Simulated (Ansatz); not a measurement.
**TiO2 (Anatase, I4_1/amd) under uniaxial strain along c**

Aim: how do the optical modes of TiO2 (Anatase, I4_1/amd) shift and split under this strain?

Calculated with Ansatz 0.2.0; DFT LDA, scalar-relativistic, plane waves, PAW; PAW set soft_1.

**1. The structure**

It takes space group I4_1/amd (No. 141, tetragonal). Conventional cell: a = 3.784 Å, b = 3.784 Å, c = 9.515 Å, α = 90.00°, β = 90.00°, γ = 90.00°. O has 3 Ti at 1.93 to 1.98 Å nearest. Ti has 6 O at 1.93 to 1.98 Å nearest. Farther neighbours and most contacts between anions are not listed.

Coordinates:

```cif
data_structure
_symmetry_space_group_name_H-M 'I4_1/amd:1'
_symmetry_Int_Tables_number 141
_cell_length_a 3.7842
_cell_length_b 3.7842
_cell_length_c 9.5146
_cell_angle_alpha 90.000
_cell_angle_beta 90.000
_cell_angle_gamma 90.000
_cell_volume 136.25
loop_
_atom_site_label
_atom_site_type_symbol
_atom_site_symmetry_multiplicity
_atom_site_Wyckoff_symbol
_atom_site_fract_x
_atom_site_fract_y
_atom_site_fract_z
_atom_site_occupancy
O1 O 8 e 0.00000 0.00000 0.20810 1
Ti1 Ti 4 a 0.00000 0.00000 0.00000 1
```

**2. Relaxation**

Harmonic phonons are second derivatives at a point where the forces vanish, and they are wanted at zero stress, so atoms and cell are relaxed first.

File input.yaml:

```yaml
crystal:
  lattice:
    - [-1.8921, 1.8921, 4.7573]
    - [1.8921, -1.8921, 4.7573]
    - [1.8921, 1.8921, -4.7573]
  atoms:
    - { symbol: O, position: [0.2081, 0.2081, 0.0] }
    - { symbol: O, position: [0.9581, 0.4581, 0.5] }
    - { symbol: O, position: [0.5419, 0.0419, 0.5] }
    - { symbol: O, position: [0.7919, 0.7919, 0.0] }
    - { symbol: Ti, position: [0.0, 0.0, 0.0] }
    - { symbol: Ti, position: [0.75, 0.25, 0.5] }
kpoints:
  mp_grid: { grid: [10, 10, 10] }
hamiltonian:
  xc: lda
  pseudopotentials: { kind: paw, azcp: { folder: soft_1 }, xc_functional: pbe }
scf:
  occupations: { method: gaussian, width: 0.02 }
output:
  forces: true
  stress: true
  eigenvalues: true
relax:
  adjacent_minimum: "off"
  f_tol: 0.005
  max_steps: 80
  cell: { stress_tol: 0.05 }
```

The run is started by

```bash
$ ansatz run input.yaml --threads 8 --pin off --max-ram 20480MiB --backend cpu --events-out ev --progress --plain --runs-dir out
```

Numbers of over 12 decimals in the logs are rounded to 6 here.

Log:

```text
basis.fft_grid_basis auto: the FFT boxes are laid along the combinations [[1, 0, 1], [0, 1, 1], [0, 0, 1]] of the cell's own vectors, 3.784, 3.784 and 5.458 Å long. The dense box has 27×27×40 points. Along the cell's own vectors, as sized, it would have 40×40×40, 2.19 times as many. Of the 16 symmetry operations that the crystal satisfies within crystal.symmetry.tolerance (time reversal apart; of a slab, those that k [...]
Engine: ansatz 0.2.0, aarch64-unknown-linux-gnu
Pseudopotentials: kind: paw
Pseudopotential: O, paw, valence charge 6, recommended cutoff 420 eV (normal), soft_1/O.paw.azcp
Pseudopotential: Ti, paw, valence charge 12, recommended cutoff 420 eV (normal), soft_1/Ti.paw.azcp
Functional definition: SPW92
  exchange = slater_x
  correlation = pw_c
Crystal: 6 atoms, lattice volume = 68.125 Å³
Basis set: ecut = 420 eV, 1315 PW (Γ), FFT grids on a1+a3, a2+a3, a3
Bands: 30, of which v1, the nominal top of the filled ones, is band 24 counted from 1 (23 counted from 0)
Symmetry: 16 space group operations
Space group: I41/amd (ITA 141), of the structure as read, at distance tolerance 4.1e-5 Å
k-points: 102 of 1000
Non-local potential: O, projectors of the file, l = 0: 2, l = 1: 2, l = 2: 1
Non-local potential: Ti, projectors of the file, l = 0: 3, l = 1: 2, l = 2: 3, l = 3: 1
PAW form: soft (Blöchl's): semilocal exchange-correlation on the pseudo side does not see the compensation charge
PAW frozen core: O, regenerated for the run's functional, and the local potential with it (the file was generated under x = pbe(κ = 0.804, μ = 0.219515), c = pbe(β = 0.066725))
PAW frozen core: Ti, regenerated for the run's functional, and the local potential with it (the file was generated under x = pbe(κ = 0.804, μ = 0.219515), c = pbe(β = 0.066725))
PAW one-centre angular grid: O, 110 points (default); XC on 64 Gauss nodes
PAW one-centre angular grid: Ti, 590 points (default); XC on 64 Gauss nodes
Initial density: superposition of atomic densities (chi_scale 0.1, normalization cell, long waves kept (reshape's long-wave potential 0.00 eV rms))
Initial wavefunctions: pseudopotential atomic-orbital guess
Functional: x = slater, c = lda
SCF iter   1: F=—  HF=-7130.929162 eV  |F-HF|=—  |Δ(HF+E_count)|=         —  Δρ=5.25e-2  dr2=2.04e0  ethr=3.10e-3  ⟨swp⟩=5.5  Hψ=11078  notcnv=0
preconditioner: auto → none  [insulator: Δε(μ)=2.106 eV  Ē_g=9.640 eV  σ=0.020 eV  W_gap=1.00  n_scr=14 (ndim 8)  ℏωp=25.4 eV  f_vac=0.000  D(μ)=0.00/eV (n_scr^D=0)  ε∞_Penn≈8.0]
SCF iter   2: F=—  HF=-7130.433669 eV  |F-HF|=—  |Δ(HF+E_count)|=   4.95e-1  Δρ=2.38e-2  dr2=1.99e-1  ethr=3.10e-3  ⟨swp⟩=2.0  Hψ=5648  notcnv=0  defer=168
SCF iter   3: F=—  HF=-7130.441113 eV  |F-HF|=—  |Δ(HF+E_count)|=   7.44e-3  Δρ=6.44e-3  dr2=2.35e-2  ethr=4.14e-4  ⟨swp⟩=3.0  Hψ=4970  notcnv=0  defer=168
SCF iter   4: F=—  HF=-7130.444078 eV  |F-HF|=—  |Δ(HF+E_count)|=   2.96e-3  Δρ=7.21e-4  dr2=2.00e-4  ethr=4.90e-5  ⟨swp⟩=2.0  Hψ=4844  notcnv=0  defer=168
SCF iter   5: F=—  HF=-7130.444141 eV  |F-HF|=—  |Δ(HF+E_count)|=   6.30e-5  Δρ=1.25e-4  dr2=6.30e-6  ethr=4.16e-7  ⟨swp⟩=2.7  Hψ=5402  notcnv=0  defer=168
SCF iter   6: F=—  HF=-7130.444143 eV  |F-HF|=—  |Δ(HF+E_count)|=   2.57e-6  Δρ=1.56e-5  dr2=6.94e-8  ethr=2.08e-10  ⟨swp⟩=8.7  Hψ=14713  notcnv=0
SCF iter   7: F=-7130.444143 eV  HF=-7130.444143 eV  |F-HF|=2.06e-10  |Δ(HF+E_count)|=   1.70e-8  Δρ=1.09e-6  dr2=3.69e-10  ethr=1.45e-10  ⟨swp⟩=2.5  Hψ=10313  notcnv=0
SCF 1 converged in 7 iterations: F = -7130.444143 eV  dr2 = 3.69e-10
  greatest PAW one-centre occupation: 0.998 electrons in one spin orbital (limit 2), on the Ti atom at site 5 (counted from 0), in its partial waves of l = 0
relax step   1: F+E_penalty+E_count = -7130.44414311 eV  Δ(F+E_penalty+E_count) = +0.000e0 eV  max|allowed force component| = 1.215e-1 eV/Å  Δτ_max = 0.0000 Å  P = -6.626 GPa  Ω = 68.125 Å³  (7 SCF iters, dr2 threshold 1.00e-7 eV, accepted)
Crystal: 6 atoms, lattice volume = 66.721 Å³
Basis set: ecut = 420 eV, 1283 PW (Γ), FFT grids on a1+a3, a2+a3, a3
Initial density: handed on by an earlier stage of this run
Initial wavefunctions: those handed on with the density
iter 1 solved again at ethr=1.85e-5 eV; its pass at ethr=3.10e-3 eV (dr2=8.86e-3 eV) is discarded
SCF iter   1: F=—  HF=-7130.489789 eV  |F-HF|=—  |Δ(HF+E_count)|=         —  Δρ=4.11e-3  dr2=9.35e-3  ethr=1.85e-5  ⟨swp⟩=1.1  Hψ=17218  notcnv=0
preconditioner: auto → none  [insulator: Δε(μ)=2.097 eV  Ē_g=9.688 eV  σ=0.020 eV  W_gap=1.00  n_scr=14 (ndim 8)  ℏωp=25.7 eV  f_vac=0.084  D(μ)=0.00/eV (n_scr^D=0)  ε∞_Penn≈8.0]
SCF iter   2: F=—  HF=-7130.488901 eV  |F-HF|=—  |Δ(HF+E_count)|=   8.88e-4  Δρ=3.88e-3  dr2=9.48e-3  ethr=1.85e-5  ⟨swp⟩=2.0  Hψ=5304  notcnv=0
SCF iter   3: F=—  HF=-7130.487341 eV  |F-HF|=—  |Δ(HF+E_count)|=   1.56e-3  Δρ=1.08e-3  dr2=7.74e-4  ethr=1.85e-5  ⟨swp⟩=2.0  Hψ=5077  notcnv=0
SCF iter   4: F=—  HF=-7130.487218 eV  |F-HF|=—  |Δ(HF+E_count)|=   1.22e-4  Δρ=2.45e-4  dr2=3.48e-5  ethr=1.61e-6  ⟨swp⟩=2.0  Hψ=4079  notcnv=0
SCF iter   5: F=—  HF=-7130.487230 eV  |F-HF|=—  |Δ(HF+E_count)|=   1.18e-5  Δρ=6.01e-5  dr2=1.38e-6  ethr=7.24e-8  ⟨swp⟩=2.1  Hψ=4744  notcnv=0
SCF iter   6: F=-7130.487230 eV  HF=-7130.487230 eV  |F-HF|=7.04e-9  |Δ(HF+E_count)|=   2.19e-7  Δρ=5.19e-6  dr2=9.06e-9  ethr=1.25e-9  ⟨swp⟩=5.0  Hψ=11874  notcnv=0
SCF 2 converged in 6 iterations: F = -7130.487230 eV  dr2 = 9.06e-9
relax step   2: F+E_penalty+E_count = -7130.48723025 eV  Δ(F+E_penalty+E_count) = -4.309e-2 eV  max|allowed force component| = 2.013e-2 eV/Å  Δτ_max = 0.0010 Å  P = -2.006 GPa  Ω = 66.721 Å³  energy of the carried Pulay correction = +5.045e-3 eV  (6 SCF iters, dr2 threshold 6.00e-7 eV, accepted)
Crystal: 6 atoms, lattice volume = 66.128 Å³
iter 1 solved again at ethr=4.41e-6 eV; its pass at ethr=3.10e-3 eV (dr2=2.11e-3 eV) is discarded
SCF iter   1: F=—  HF=-7130.493766 eV  |F-HF|=—  |Δ(HF+E_count)|=         —  Δρ=1.85e-3  dr2=1.84e-3  ethr=4.41e-6  ⟨swp⟩=2.0  Hψ=16887  notcnv=0
preconditioner: auto → none  [insulator: Δε(μ)=2.104 eV  Ē_g=9.742 eV  σ=0.020 eV  W_gap=1.00  n_scr=14 (ndim 8)  ℏωp=25.8 eV  f_vac=0.085  D(μ)=0.00/eV (n_scr^D=0)  ε∞_Penn≈8.0]
SCF iter   2: F=—  HF=-7130.493573 eV  |F-HF|=—  |Δ(HF+E_count)|=   1.93e-4  Δρ=1.68e-3  dr2=1.76e-3  ethr=3.84e-6  ⟨swp⟩=2.0  Hψ=5304  notcnv=0
SCF iter   3: F=—  HF=-7130.493282 eV  |F-HF|=—  |Δ(HF+E_count)|=   2.91e-4  Δρ=4.98e-4  dr2=1.59e-4  ethr=3.67e-6  ⟨swp⟩=2.0  Hψ=5013  notcnv=0
SCF iter   4: F=—  HF=-7130.493255 eV  |F-HF|=—  |Δ(HF+E_count)|=   2.64e-5  Δρ=1.15e-4  dr2=7.51e-6  ethr=3.31e-7  ⟨swp⟩=2.0  Hψ=4129  notcnv=0
SCF iter   5: F=-7130.493256 eV  HF=-7130.493256 eV  |F-HF|=4.63e-8  |Δ(HF+E_count)|=   7.99e-7  Δρ=2.58e-5  dr2=2.41e-7  ethr=1.25e-9  ⟨swp⟩=2.9  Hψ=12512  notcnv=0
SCF 3 converged in 5 iterations: F = -7130.493256 eV  dr2 = 2.41e-7
relax step   3: F+E_penalty+E_count = -7130.49325597 eV  Δ(F+E_penalty+E_count) = -6.026e-3 eV  max|allowed force component| = 8.915e-3 eV/Å  Δτ_max = 0.0001 Å  P = +0.109 GPa  Ω = 66.128 Å³  energy of the carried Pulay correction = +7.210e-3 eV  (5 SCF iters, dr2 threshold 6.00e-7 eV, accepted)
[...]
relax step   4: F+E_penalty+E_count = -7130.49326061 eV  Δ(F+E_penalty+E_count) = -4.633e-6 eV  max|allowed force component| = 5.017e-3 eV/Å  Δτ_max = 0.0003 Å  P = +0.019 GPa  Ω = 66.155 Å³  energy of the carried Pulay correction = +7.111e-3 eV  (4 SCF iters, dr2 threshold 3.88e-7 eV, accepted)
[...]
relax step   5: F+E_penalty+E_count = -7130.49322451 eV  Δ(F+E_penalty+E_count) = +3.610e-5 eV  max|allowed force component| = 7.453e-3 eV/Å  Δτ_max = 0.0012 Å  P = -0.012 GPa  Ω = 66.180 Å³  energy of the carried Pulay correction = +7.020e-3 eV  (5 SCF iters, dr2 threshold 3.37e-8 eV, accepted)
[...]
relax step   6: F+E_penalty+E_count = -7130.49318997 eV  Δ(F+E_penalty+E_count) = +3.454e-5 eV  max|allowed force component| = 3.220e-4 eV/Å  Δτ_max = 0.0011 Å  P = -0.002 GPa  Ω = 66.193 Å³  energy of the carried Pulay correction = +6.971e-3 eV  (5 SCF iters, dr2 threshold 3.47e-9 eV, accepted)
[...]
relax step   7: F+E_penalty+E_count = -7130.48733027 eV  Δ(F+E_penalty+E_count) = +5.860e-3 eV  max|allowed force component| = 8.251e-4 eV/Å  Δτ_max = 0.0000 Å  P = -0.167 GPa  Ω = 66.193 Å³  stress off target by 1.83e-1 GPa  SCF on the basis re-selected at this cell (its energy is not comparable with the rows above)  (8 SCF iters)
[...]
relax step   8: F+E_penalty+E_count = -7130.48752520 eV  Δ(F+E_penalty+E_count) = -1.949e-4 eV  max|allowed force component| = 3.041e-5 eV/Å  Δτ_max = 0.0001 Å  P = -0.003 GPa  Ω = 66.146 Å³  energy of the carried Pulay correction = +1.694e-4 eV  (4 SCF iters, dr2 threshold 8.36e-8 eV, accepted)
iter 1 solved again at ethr=8.25e-8 eV; its pass at ethr=3.10e-3 eV (dr2=3.96e-5 eV) is discarded
SCF iter   1: F=—  HF=-7130.487330 eV  |F-HF|=—  |Δ(HF+E_count)|=         —  Δρ=1.04e-5  dr2=3.65e-8  ethr=8.25e-8  ⟨swp⟩=3.6  Hψ=19830  notcnv=0
preconditioner: auto → none  [insulator: Δε(μ)=2.106 eV  Ē_g=9.741 eV  σ=0.020 eV  W_gap=1.00  n_scr=14 (ndim 8)  ℏωp=25.8 eV  f_vac=0.087  D(μ)=0.00/eV (n_scr^D=0)  ε∞_Penn≈8.0]
SCF iter   2: F=—  HF=-7130.487329 eV  |F-HF|=—  |Δ(HF+E_count)|=   1.28e-6  Δρ=6.07e-6  dr2=1.47e-8  ethr=7.60e-11  ⟨swp⟩=2.5  Hψ=5465  notcnv=0
SCF iter   3: F=—  HF=-7130.487329 eV  |F-HF|=—  |Δ(HF+E_count)|=   4.89e-9  Δρ=6.12e-6  dr2=2.62e-8  ethr=3.06e-11  ⟨swp⟩=2.0  Hψ=4689  notcnv=0
SCF iter   4: F=—  HF=-7130.487329 eV  |F-HF|=—  |Δ(HF+E_count)|=   4.39e-9  Δρ=1.07e-6  dr2=5.97e-10  ethr=3.06e-11  ⟨swp⟩=2.0  Hψ=4680  notcnv=0
SCF iter   5: F=-7130.487329 eV  HF=-7130.487329 eV  |F-HF|=2.00e-11  |Δ(HF+E_count)|=  1.10e-10  Δρ=3.10e-7  dr2=4.13e-11  ethr=1.00e-12  ⟨swp⟩=3.0  Hψ=11691  notcnv=0
SCF 9 converged in 5 iterations: F = -7130.487329 eV  dr2 = 4.13e-11
relax step   9: F+E_penalty+E_count = -7130.48732916 eV  Δ(F+E_penalty+E_count) = +1.960e-4 eV  max|allowed force component| = 9.975e-6 eV/Å  Δτ_max = 0.0000 Å  P = -0.005 GPa  Ω = 66.146 Å³  stress off target by 5.51e-3 GPa  SCF on the basis re-selected at this cell (its energy is not comparable with the rows above)  (5 SCF iters)
basis re-selected at this cell: Δ(F+E_penalty+E_count) = +1.960e-4 eV, ΔP = -0.002 GPa vs the last step (what re-selecting the basis moved, of the pressure what is left beyond the Pulay correction that the steps carried, after the strain that the cell walked since its last selection, with what the two solves' SCF thresholds leave and, on support functions, any second-order correction that the steps lacked; it is no measure of the basis error at this ecutwfc). The dense FFT grid was sized anew with the basis: this SCF ran on 25×25×40 points, the steps before it on 27×27×40, so part of this shift can come from that change (see relax.cell in the input reference). [rest of the remark cut]
SCF converged after 5 iterations
Free energy (F): -7130.487329 eV
Harris-Foulkes:  -7130.487329 eV  (|F-HF|=2.00e-11)
Internal energy: -7130.487329 eV  (E = F + TS)
E sigma→0 (E₀):  -7130.487329 eV
Fermi energy:    8.316598 eV
--- Per-component energies (eV) ---
  E_band       = -450.529413
  E_kinetic    = 1230.864489
  E_local      = -3638.970992  (includes V_loc(G=0)·N_el)
  E_nonlocal   = 340.579360
  E_hartree    = 1395.896688
  E_xc         = -513.545707
  E_vxc        = -654.366409  (∫ρ·V_xc dr)
  E_paw        = -2590.419549  (= ΣΔE_a)
  E_vpaw       = -520.432300  (= ΣTr[D̂ρ^β])
  E_aug_tail   = 0.003027  (compensation charges beyond the density's cutoff)
  E_ewald      = -3355.934231
  E_core_change = 1.039587  (= ΣΔE_core)
  E_smearing   = -0.000000  (= −TS)
  E_closure    = -0.000000  (closes the sum)
  Σ components = -7130.487329   (vs F -7130.487329, Δ=0.00e0)
--- Forces (eV/Å), atoms counted from 1 ---
  atom   1  O     -0.00000000    -0.00000000     0.00000998
  atom   2  O      0.00000000    -0.00000000     0.00000998
  atom   3  O     -0.00000000    -0.00000000    -0.00000998
  atom   4  O      0.00000000     0.00000000    -0.00000998
  atom   5  Ti     0.00000000    -0.00000000     0.00000000
  atom   6  Ti     0.00000000    -0.00000000     0.00000000
  max |Σ_I F_I| component: 8.67e-18 eV/Å
--- Stress (GPa, compression-positive) ---
       -0.005508      -0.000000      -0.000000
       -0.000000      -0.005508      -0.000000
        0.000000       0.000000      -0.003917
  P = ⅓ Tr σ = -0.0050 GPa (-0.050 kbar)
--- Band table (eV; the first three rows and the last of 102) ---
  k-point 0: bands = [... 20 lower, 6.5146, 6.5146, 6.7725, 6.7725, 9.3694, 10.1675, 11.3960, 11.3960, ... 2 higher]
  k-point 1: bands = [... 20 lower, 6.2706, 6.3061, 6.5145, 6.9166, 9.8367, 10.2319, 10.9711, 11.2145, ... 2 higher]
  k-point 2: bands = [... 20 lower, 5.6956, 6.0945, 6.6596, 7.0186, 10.2733, 10.5245, 10.6776, 11.0128, ... 2 higher]
  k-point 101: bands = [... 20 lower, 5.9904, 5.9904, 7.1651, 7.1651, 9.7533, 9.7533, 11.1585, 11.1585, ... 2 higher]
--- Relaxed structure (7 steps of the walk, 7 accepted, 2 SCFs on fresh bases) ---
  F+E_penalty+E_count = -7130.48732916 eV   max|allowed force component| = 9.975e-6 eV/Å   (the final SCF, on the basis selected at the relaxed cell)
  cell:  # Å, volume = 66.1458 Å³
    - [-1.869930, 1.869930, 4.729247]
    - [1.869930, -1.869930, 4.729247]
    - [1.869930, 1.869930, -4.729247]
  atoms:
    - { symbol: O, position: [0.207944, 0.207944, 0] }
    - { symbol: O, position: [0.957944, 0.457944, 0.5] }
    - { symbol: O, position: [0.542056, 0.042056, 0.500000] }
    - { symbol: O, position: [0.792056, 0.792056, 0] }
    - { symbol: Ti, position: [0, 0, 0] }
    - { symbol: Ti, position: [0.75, 0.250000, 0.5] }
```

The job ended after 26 s (8 threads of Arm Neoverse N1, shared host; peak memory 0.55 GiB).

Relaxation path:

| step | energy less that of the first step (eV) | largest force component (eV/Å) | pressure (GPa) | volume (Å³) |
| --- | --- | --- | --- | --- |
| 1 | 0.0000 | 0.1215 | -6.63 | 68.13 |
| 2 | -0.0431 | 0.0201 | -2.01 | 66.72 |
| 3 | -0.0491 | 0.0089 | 0.11 | 66.13 |
| 4 | -0.0491 | 0.0050 | 0.02 | 66.15 |
| 5 | -0.0491 | 0.0075 | -0.01 | 66.18 |
| 6 | -0.0490 | 0.0003 | 0.00 | 66.19 |
| 7* | -0.0432 | 0.0008 | -0.17 | 66.19 |
| 8 | -0.0434 | 0.0000 | 0.00 | 66.15 |
| 9* | -0.0432 | 0.0000 | 0.00 | 66.15 |

Relaxation steps marked * repeat the geometry before them on a plane-wave basis chosen anew for their cell, so energy and pressure can jump there.

The run keeps the 16 symmetry operations that it works with, so distortions that break them were not tested.

| conventional cell, symmetrised | before | after | change |
| --- | --- | --- | --- |
| a (Å) | 3.784 | 3.740 | -1.2 % |
| b (Å) | 3.784 | 3.740 | -1.2 % |
| c (Å) | 9.515 | 9.458 | -0.6 % |
| volume (Å³/atom) | 11.35 | 11.02 | -2.9 % |

Final coordinates:

```xyz
6
Lattice="-1.8699 1.8699 4.7292 1.8699 -1.8699 4.7292 1.8699 1.8699 -4.7292" Properties=species:S:1:pos:R:3 pbc="T T T"
O     0.0000    0.0000    1.9668
O     0.0000    1.8699    4.3315
O     0.0000    1.8699    0.3978
O     0.0000    0.0000    7.4917
Ti    0.0000    0.0000    0.0000
Ti    0.0000    1.8699    2.3646
```

Numbers from this step:

| Quantity | Value |
| --- | --- |
| pressure | -0.004978 GPa |
| gap on the k-mesh | 2.106 eV |
| volume per atom | 11.02 Å³ |

In this step the volume went from 11.35 to 11.02 Å³/atom.

**3. Tight relaxation**

Phonons need small forces and stress, so the relaxation is finished with tight tolerances on 12×12×12 k points.

File input.yaml:

```yaml
crystal:
  lattice:
    - [-1.8699298004, 1.8699298004, 4.7292465785]
    - [1.8699298004, -1.8699298004, 4.7292465785]
    - [1.8699298004, 1.8699298004, -4.7292465785]
  atoms:
    - { symbol: O, position: [0.207944487, 0.207944487, 0.0] }
    - { symbol: O, position: [0.957944487, 0.457944487, 0.5] }
    - { symbol: O, position: [0.542055513, 0.042055513, 0.5] }
    - { symbol: O, position: [0.792055513, 0.792055513, 0.0] }
    - { symbol: Ti, position: [0.0, 0.0, 0.0] }
    - { symbol: Ti, position: [0.75, 0.25, 0.5] }
kpoints:
  mp_grid: { grid: [12, 12, 12] }
hamiltonian:
  xc: lda
  pseudopotentials: { kind: paw, azcp: { folder: soft_1 }, xc_functional: pbe }
scf:
  occupations: { method: fixed }
output:
  forces: true
  stress: true
  eigenvalues: true
relax:
  adjacent_minimum: "off"
  f_tol: 0.001
  max_steps: 60
  cell: { stress_tol: 0.01 }
```

Log:

```text
[...]
Crystal: 6 atoms, lattice volume = 66.146 Å³
Basis set: ecut = 420 eV, 1283 PW (Γ), FFT grids on a1+a3, a2+a3, a3
Bands: 30, of which v1, the nominal top of the filled ones, is band 24 counted from 1 (23 counted from 0)
Symmetry: 16 space group operations
[...]
k-points: 163 of 1728
[...]
- [-1.8699298004, 1.8699298004, 4.7292465785]
    - [1.8699298004, -1.8699298004, 4.7292465785]
    - [1.8699298004, 1.8699298004, -4.7292465785]
  atoms:
    - { symbol: O, position: [0.207944487, 0.207944487, 0.0] }
    - { symbol: O, position: [0.957944487, 0.457944, 0.5] }
    - { symbol: O, position: [0.542055513, 0.042056, 0.5] }
    - { symbol: O, position: [0.792055513, 0.792055513, 0.0] }
    - { symbol: Ti, position: [0.0, 0.0, 0.0] }
    - { symbol: Ti, position: [0.75, 0.250000, 0.500000] }
[key lines of the parts left out:]
SCF converged after 5 iterations
Free energy (F): -7130.487312 eV
Fermi energy:    7.275717 eV
P = ⅓ Tr σ = -0.0048 GPa (-0.048 kbar)
```

It took 9.4 s on 8 threads; peak memory 0.6 GiB.

Little changed from the start: no atom moved by 0.005 Å and no cell edge by 0.1 %.

This step gave:

```yaml
pressure: -0.004825 GPa
gap_on_the_k_mesh: 2.094 eV
```

The largest force component left is 0.019 meV/Å and the pressure is -0.005 GPa, within the tolerances set. The cell now holds 11.02 Å³/atom.

(Part 1 of 3 ends here.)

[Logs are printed without paths, hosts, clocks, repeated set-up lines and the standing remarks that a program may print on its own settings, such as how far it seeks lower states.]

[Hosts, paths, dates, database ids (printed as entryN), source tags and the programs' standing remarks are cut or masked in the printed files.]
